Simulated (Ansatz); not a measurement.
**CeC (Fm-3m): from the cell to its phonons**

How does CeC (Fm-3m) vibrate, and is this structure a minimum?

Program: Ansatz 0.2.0. Level of theory: DFT PBEsol, scalar-relativistic, plane waves, PAW. Results are calculated unless marked as measured.

Most raw output is cut from this account.

## (1) Set-up

Symmetry: Fm-3m, No. 225, cubic system. The conventional cell has a = 5.192 Å, b = 5.192 Å, c = 5.192 Å, α = 90.00°, β = 90.00°, γ = 90.00°. Ce has 6 C at 2.60 Å nearest. Nearest to C lie 6 Ce at 2.60 Å. Farther neighbours are not listed.

## (2) Relaxation

The cell and atoms are relaxed, since residual forces and stress would shift the frequencies.

The input, input.yaml:

```yaml
crystal:
  lattice:
    - [0.0, 2.596069, 2.596069]
    - [2.596069, 0.0, 2.596069]
    - [2.596069, 2.596069, 0.0]
  atoms:
    - { symbol: Ce, position: [0.0, 0.0, 0.0] }
    - { symbol: C, position: [0.5, 0.5, 0.5] }
kpoints:
  mp_grid: { grid: [14, 14, 14] }
hamiltonian:
  xc: pbesol
scf:
  occupations: { method: gaussian, width: 0.1 }
output:
  forces: true
  stress: true
  eigenvalues: true
  write_density: true
  write_potential: true
  elf: true
  volumetric_format: npy
relax:
  adjacent_minimum: "off"
  f_tol: 0.005
  max_steps: 80
  cell: { stress_tol: 0.05 }
```

Started as:

```sh
> ansatz run input.yaml --threads 8 --pin off --max-ram 14336MiB --backend cpu --events-out ev --progress --plain --runs-dir out
```

Wall time 2.7 s (8 threads of Intel Xeon 6975P-C (Granite Rapids), shared host); peak memory 0.5 GiB.

This run has no spin polarisation, although Ce can carry a moment.

Step by step:

```
step  energy less that of the first step (eV)  largest force component (eV/Å)  pressure (GPa)  volume (Å³)
   1                                   0.0000                          0.0000           -4.48        34.99
   2                                   0.0386                          0.0000            9.40        31.49
   3                                  -0.0199                          0.0000           -0.40        33.78
   4                                  -0.0202                          0.0000           -0.01        33.68
  5*                                  -0.0192                          0.0000           -0.06        33.68
   6                                  -0.0192                          0.0000            0.00        33.66
  7*                                  -0.0192                          0.0000            0.00        33.66
```

Relaxation steps marked * repeat the geometry before them on a plane-wave basis chosen anew for their cell, so energy and pressure can jump there. Relaxation step 2 was tried and not accepted.

The run keeps the 48 symmetry operations that it works with, so distortions that break them were not tested.

| conventional cell, symmetrised | before | after | change |
| --- | --- | --- | --- |
| a (Å) | 5.192 | 5.125 | -1.3 % |
| b (Å) | 5.192 | 5.125 | -1.3 % |
| c (Å) | 5.192 | 5.125 | -1.3 % |
| volume (Å³/atom) | 17.50 | 16.83 | -3.8 % |

The relaxed structure:

```cif
data_structure
_symmetry_space_group_name_H-M 'P 1'
_symmetry_Int_Tables_number 1
_cell_length_a 3.6242
_cell_length_b 3.6242
_cell_length_c 3.6242
_cell_angle_alpha 60.000
_cell_angle_beta 60.000
_cell_angle_gamma 60.000
_cell_volume 33.66
loop_
_atom_site_label
_atom_site_type_symbol
_atom_site_fract_x
_atom_site_fract_y
_atom_site_fract_z
_atom_site_occupancy
Ce1 Ce 0.00000 0.00000 0.00000 1
C2 C 0.50000 0.50000 0.50000 1
```

Numbers from this step:

```
pressure          : -0.001595 GPa
volume per atom   : 16.83 Å³
gap on the k-mesh : 0 eV
```

ELF in the ac plane of the conventional cell at fractional y = 0.000, with atoms of Ce and C within 0.2 Å of it. It is the smooth field of the valence electrons, not physical close to the nuclei.

Values, 14 rows by 14 columns, each cell a mean:
```
0.39 0.78 0.76 0.34 0.51 0.76 0.52 0.40 0.71 0.68 0.32 0.57 0.83 0.53
0.82 0.83 0.57 0.22 0.45 0.74 0.76 0.75 0.77 0.61 0.25 0.39 0.75 0.83
0.61 0.48 0.23 0.12 0.27 0.45 0.51 0.52 0.48 0.35 0.15 0.16 0.39 0.57
0.34 0.28 0.20 0.11 0.12 0.22 0.34 0.37 0.28 0.16 0.09 0.15 0.25 0.32
0.69 0.66 0.50 0.20 0.23 0.57 0.76 0.77 0.68 0.39 0.16 0.35 0.61 0.68
0.64 0.76 0.66 0.28 0.48 0.83 0.78 0.69 0.83 0.68 0.28 0.48 0.77 0.71
0.23 0.64 0.69 0.34 0.61 0.82 0.39 0.18 0.69 0.77 0.37 0.52 0.75 0.40
0.40 0.71 0.68 0.32 0.57 0.83 0.53 0.39 0.78 0.76 0.34 0.51 0.76 0.52
0.75 0.77 0.61 0.25 0.39 0.75 0.83 0.82 0.83 0.57 0.22 0.45 0.74 0.76
0.52 0.48 0.35 0.15 0.16 0.39 0.57 0.61 0.48 0.23 0.12 0.27 0.45 0.51
0.37 0.28 0.16 0.09 0.15 0.25 0.32 0.34 0.28 0.20 0.11 0.12 0.22 0.34
0.77 0.68 0.39 0.16 0.35 0.61 0.68 0.69 0.66 0.50 0.20 0.23 0.57 0.76
0.69 0.83 0.68 0.28 0.48 0.77 0.71 0.64 0.76 0.66 0.28 0.48 0.83 0.78
0.18 0.69 0.77 0.37 0.52 0.75 0.40 0.23 0.64 0.69 0.34 0.61 0.82 0.39
```
Columns run along a (5.1 Å), rows up along c (5.1 Å), edges of the conventional cell, whose origin can differ from the input's. Atoms in or near the plane, at fractional coordinates: Ce at (0.00, 0.00), Ce at (0.50, 0.50), C at (0.50, 0.00), C at (0.00, 0.50).

Valence density in the ac plane of the conventional cell at fractional y = 0.000, with atoms of Ce and C within 0.2 Å of it. It is the smooth field of the valence electrons, not physical close to the nuclei.

Ten even steps from '0' (-2.6 e/Å³) to '9' (2.1 e/Å³), each cell a mean:
```
49866788866796
99766677665689
76655666655567
66555666655556
66656788765566
87666998976668
88667940886678
88667964986678
76656899976667
66555677665566
66555566655566
87655666665678
89766688766699
08866788866794
```
Columns run along a (5.1 Å), rows up along c (5.1 Å), edges of the conventional cell, whose origin can differ from the input's. Atoms in or near the plane, at fractional coordinates: Ce at (0.00, 0.00), Ce at (0.50, 0.50), C at (0.50, 0.00), C at (0.00, 0.50).

Electrostatic potential energy in the ac plane of the conventional cell at fractional y = 0.000, with atoms of Ce and C within 0.2 Å of it. With pseudopotentials it is smooth inside the atoms' cores, unlike the true potential.

Ten even steps from '0' (-57 eV) to '9' (15 eV), each cell a mean:
```
02589721599731
34799977899853
77999999999987
99999988999999
99999755689999
47997421369985
04997300158971
15997310258972
78998533479997
99999877799999
89999999999998
56899999999975
13699854799742
01589710499730
```
Columns run along a (5.1 Å; values clipped at the 3rd and 97th percentile), rows up along c (5.1 Å), edges of the conventional cell, whose origin can differ from the input's. Atoms in or near the plane, at fractional coordinates: Ce at (0.00, 0.00), Ce at (0.50, 0.50), C at (0.50, 0.00), C at (0.00, 0.50).

In this step the volume went from 17.50 to 16.83 Å³/atom.

## (3) Relaxing to small forces for the phonons

Phonons need a cell at rest on their own settings, so the relaxation is repeated with tight tolerances on forces and stress, using the mesh and the filling of the phonon run that follows.

The input, input.yaml:

```yaml
crystal:
  lattice:
    - [0.0, 2.5627255829, 2.5627255829]
    - [2.5627255829, 0.0, 2.5627255829]
    - [2.5627255829, 2.5627255829, 0.0]
  atoms:
    - { symbol: Ce, position: [0.0, 0.0, 0.0] }
    - { symbol: C, position: [0.5, 0.5, 0.5] }
kpoints:
  mp_grid: { grid: [16, 16, 16] }
hamiltonian:
  xc: pbesol
scf:
  occupations: { method: methfessel_paxton, width: 0.2 }
output:
  forces: true
  stress: true
  eigenvalues: true
relax:
  adjacent_minimum: "off"
  f_tol: 0.001
  max_steps: 60
  cell: { stress_tol: 0.01 }
```

Wall time 1.3 s (8 threads); peak memory 0.47 GiB; 7.3 s of CPU time.

Little changed from the start: no atom moved by 0.005 Å and no cell edge by 0.1 %.

This step gave:

| Quantity | Value |
| --- | --- |
| pressure | -0.006911 GPa |

The forces vanish by symmetry and the pressure is -0.007 GPa, within the tolerances set. The cell now holds 16.83 Å³/atom.

## (4) Modes at Γ

The zone centre comes first: it holds the modes that light can see, as far as symmetry allows. No field response is asked, since the mesh shows no gap.

Edit input.yaml of step 3 so:

```diff
@@ -15,9 +15,4 @@
 output:
-  forces: true
-  stress: true
   eigenvalues: true
-relax:
-  adjacent_minimum: "off"
-  f_tol: 0.001
-  max_steps: 60
-  cell: { stress_tol: 0.01 }
+phonons:
+  method: dfpt
```

Run time: 6.8 s. Hardware: 8 threads; peak memory 0.95 GiB; 43 s of CPU time.

Numbers from this step:

```
sum-rule residual before enforcement                    : 3.12e-5 eV/Å²
point group                                             : m-3m
highest optical mode at the zone centre (no LO-TO term) : 107.8 cm⁻¹
lowest optical zone-centre mode                         : 107.8 cm⁻¹
```

Patterns of degenerate modes are one choice out of their space. Modes at Γ, with each element's share of the kinetic energy:

```
mode  frequency (cm⁻¹)  symmetry  Ce %  C %
   1               0.0  acoustic    92    8
   2               0.0  acoustic    92    8
   3               0.0  acoustic    92    8
   4             107.8       T1u     8   92
   5             107.8       T1u     8   92
   6             107.8       T1u     8   92
```

Displacements in mode 5 (107.8 cm⁻¹), the largest set to 1:
```
Ce1  0.00 -0.02 -0.09
C2   0.00  0.24  1.00
```

Before it was imposed, the acoustic sum rule was missed by 3.1e-5 eV/Å². Small misses are needed for a sound result but don't prove that mesh and cutoff are converged. The lowest optical mode is real, 108 cm⁻¹.

## (5) The dispersion

Stability and thermal properties need the whole zone. Linear response on a 4×4×4 q mesh gives force constants as far as a supercell of that size would.

Edit input.yaml of step 4 so:

```diff
@@ -18 +18,8 @@
   method: dfpt
+  qmesh: [4, 4, 4]
+  temperatures: { t_max: 1000, t_step: 50 }
+  qpath:
+    path:
+      - [[0.0, 0.0, 0.0], [0.5, 0.0, 0.5], [0.625, 0.25, 0.625]]
+      - [[0.375, 0.375, 0.75], [0.0, 0.0, 0.0], [0.5, 0.5, 0.5], [0.5, 0.25, 0.75], [0.5, 0.0, 0.5]]
+    npoints: 10
```

The job ended after 3.4 min (8 threads; peak memory 5.9 GiB; 24 min of CPU time).

Numbers from this step:

| Item | Value |
| --- | --- |
| lowest frequency on the path | -212.6 cm⁻¹ |
| highest frequency on the path or at a solved wavevector | 447.9 cm⁻¹ |
| lowest mode on the q mesh (acoustic modes at Γ apart) | -212.6 cm⁻¹ |

Frequencies (cm⁻¹) solved at each irreducible wavevector; negative means imaginary. Frequencies by wavevector, by row:

```csv
q in reciprocal lattice units,star,mode 1,mode 2,mode 3,mode 4,mode 5,mode 6
0 0 0,1,0,0,0,107.8,107.8,107.8
0 0 0.25,8,65.2,65.2,132.6,142.7,142.7,336.2
0 0 -0.5,4,101.6,101.6,208.7,218.9,218.9,447.9
0 0.25 0.25,6,78,78,132.5,171.1,171.1,295.1
0 0.25 -0.5,24,105.9,126.8,160.1,180.8,191.7,340.7
0 0.25 -0.25,12,102.1,117.7,169.9,183.7,206.2,387.9
0 -0.5 -0.5,3,-212.6,108.8,108.8,151.3,151.3,167.5
0.25 -0.5 -0.25,6,142.3,144.8,144.8,151.8,151.8,300.5
```

Interpolated from a 4×4×4 q mesh. The phonon branches at the labelled points (cm⁻¹):

```csv
point,branch 1,branch 2,branch 3,branch 4,branch 5,branch 6
Γ,0,0,0,108,108,108
halfway,78,78,132,171,171,295
X,-213,109,109,151,151,168
halfway,-162,110,128,154,165,202
U,109,112,154,160,166,294
jump to K,109,112,154,160,166,294
halfway,83,88,146,159,177,361
Γ,0,0,0,108,108,108
halfway,65,65,133,143,143,336
L,102,102,209,219,219,448
halfway,112,126,179,195,213,384
W,142,145,145,152,152,300
halfway,-112,119,130,155,163,236
X,-213,109,109,151,151,168
```

Tetrahedra on a 24×24×24 mesh, mean over bins of 10 cm-1. Interpolated from a 4×4×4 q mesh. Phonon density of states against wavenumber; read off at these points:

```
wavenumber (cm⁻¹)  phonon density of states (1/cm⁻¹/cell)
             -215                                       0
             -195                                  1.9e-4
             -175                                  3.0e-4
             -165                                  3.3e-4
             -145                                  3.9e-4
             -125                                  3.9e-4
             -105                                  3.6e-4
              -95                                  3.4e-4
              -75                                  3.1e-4
              -55                                  2.7e-4
              -35                                  2.6e-4
              -15                                  2.7e-4
               -5                                  2.8e-4
               15                                  6.8e-4
               35                                 0.00242
               55                                 0.00552
               75                                  0.0111
               85                                  0.0162
              105                                  0.0464
              125                                  0.0324
              145                                  0.0244
              155                                  0.0283
              175                                  0.0563
              195                                  0.0288
              215                                  0.0135
              235                                 0.00154
              245                                 0.00176
              265                                 0.00238
              285                                 0.00334
              305                                  0.0055
              325                                 0.00589
              335                                 0.00599
              355                                 0.00653
              375                                 0.00718
              385                                 0.00727
              395                                 0.00536
              405                                 0.00417
              425                                 0.00259
              445                                  6.1e-4
```

The partial phonon density of states has structure finer than the step of the table below, so its rows give means over 25 cm⁻¹, whole bins alone (the curve runs from -214 to 470 cm⁻¹). Peaks (cm⁻¹: height): C 177.5: 0.0357, 375.4: 0.00731; Ce 108.7: 0.0449, 168.9: 0.0258.

Phonopy on the run's constants, 19x19x19 mesh, Gaussian sigma 4.9 cm-1. Interpolated from a 4×4×4 q mesh. Table of partial phonon density of states by wavenumber; means over each step; values in 1/cm⁻¹/cell:

```csv
wavenumber (cm⁻¹),C,Ce
-200,1.6e-4,0
-175,4.3e-4,9.3e-6
-150,1.3e-4,3.8e-6
-125,5.5e-4,1.9e-5
-100,5.1e-4,2.3e-5
-75,1.8e-4,7.4e-6
-50,1.5e-5,9.4e-7
-25,3.8e-4,2.5e-5
0,6.8e-6,7.2e-5
25,2.3e-4,0.00115
50,8.3e-4,0.00423
75,0.00102,0.0109
100,0.00226,0.0327
125,0.00614,0.0291
150,0.0125,0.0173
175,0.0309,0.0189
200,0.0215,0.00445
225,0.00608,6.5e-4
250,0.00169,6.1e-5
275,0.00294,6.7e-5
300,0.00458,7.4e-5
325,0.00573,8.4e-5
350,0.00624,7.5e-5
375,0.00695,7.1e-5
400,0.00492,3.6e-5
425,0.00262,7.0e-6
450,5.1e-4,0
```

Second derivatives of the energy by pair, one row for each kind of neighbour of each atom listed. Each entry sums the pair over the periodic images of the supercell that the q mesh stands for, and in a polar crystal it holds the long-range dipole part too. Force constants by pair, by row:

```
atom  neighbour  distance (Å)  third of the trace (eV/Å²)  along the pair's line (eV/Å²)
 Ce1     itself             0                       8.895                              –
 Ce1          C         2.563                     -0.2994                        -0.1816
 Ce1         Ce         3.624                     -0.6128                         -2.222
 Ce1          C         4.439                       0.091                          0.318
 Ce1         Ce         5.125                     -0.2995                        -0.8218
 Ce1          C          5.73                       0.032                         0.0956
 Ce1         Ce         6.277                      0.0082                          0.025
 Ce1         Ce         7.248                      0.0403                         0.0366
  C2     itself             0                        2.55                              –
  C2         Ce         2.563                     -0.2994                        -0.1816
  C2          C         3.624                     -0.0161                        -0.5917
  C2         Ce         4.439                       0.091                          0.318
  C2          C         5.125                     -0.3475                        -0.7565
  C2         Ce          5.73                       0.032                         0.0956
  C2          C         6.277                       0.006                        -0.0314
  C2          C         7.248                      -0.057                        -0.1056
```

Symmetry leaves 8 wavevectors to solve. The lowest mode among them, the acoustic zeros apart, lies at q = (0, -0.5, -0.5) and is imaginary, 212.6i cm⁻¹, so the energy falls along it.

## (6) Outcome

```
space group after relaxation (within 0.01 Å)            : Fm-3m
volume per atom                                         : 16.8 Å³
electronic character                                    : no gap on this mesh
highest optical mode at the zone centre (no LO-TO term) : 108 cm⁻¹
lowest optical zone-centre mode                         : 108 cm⁻¹
lowest mode on the q mesh (acoustic modes at Γ apart)   : -213 cm⁻¹
highest frequency on the path or at a solved wavevector : 448 cm⁻¹
imaginary modes on the 4×4×4 q mesh                     : yes
```

Modes are clearly imaginary (beyond 10i cm⁻¹) at 1 of the 8 irreducible wavevectors, most at q = (0, -0.5, -0.5) (212.6i cm⁻¹), so this structure is not a minimum of the energy. The optical modes at Γ form one degenerate level at 108 cm⁻¹. The highest mode in this list at Γ, 107.8 cm⁻¹, is mostly motion of C (92 % of the kinetic energy). With no gap, or one that is small against the smearing, the frequencies hang on the k mesh and the smearing, most of all near Kohn anomalies. The phonon runs are without spin polarisation, although Ce often carries a moment. The 4f shell is treated without a U, so valence and screening may be off. Spin-orbit coupling is left out, which can matter for the heavy elements here. These are harmonic frequencies at zero temperature: anharmonic shifts, linewidths and thermal expansion are left out.

[Logs are printed without paths, hosts, clocks, repeated set-up lines and the standing remarks that a program may print on its own settings, such as how far it seeks lower states.]

[Hosts, paths, dates, database ids (printed as entryN), source tags and the programs' standing remarks are cut or masked in the printed files.]
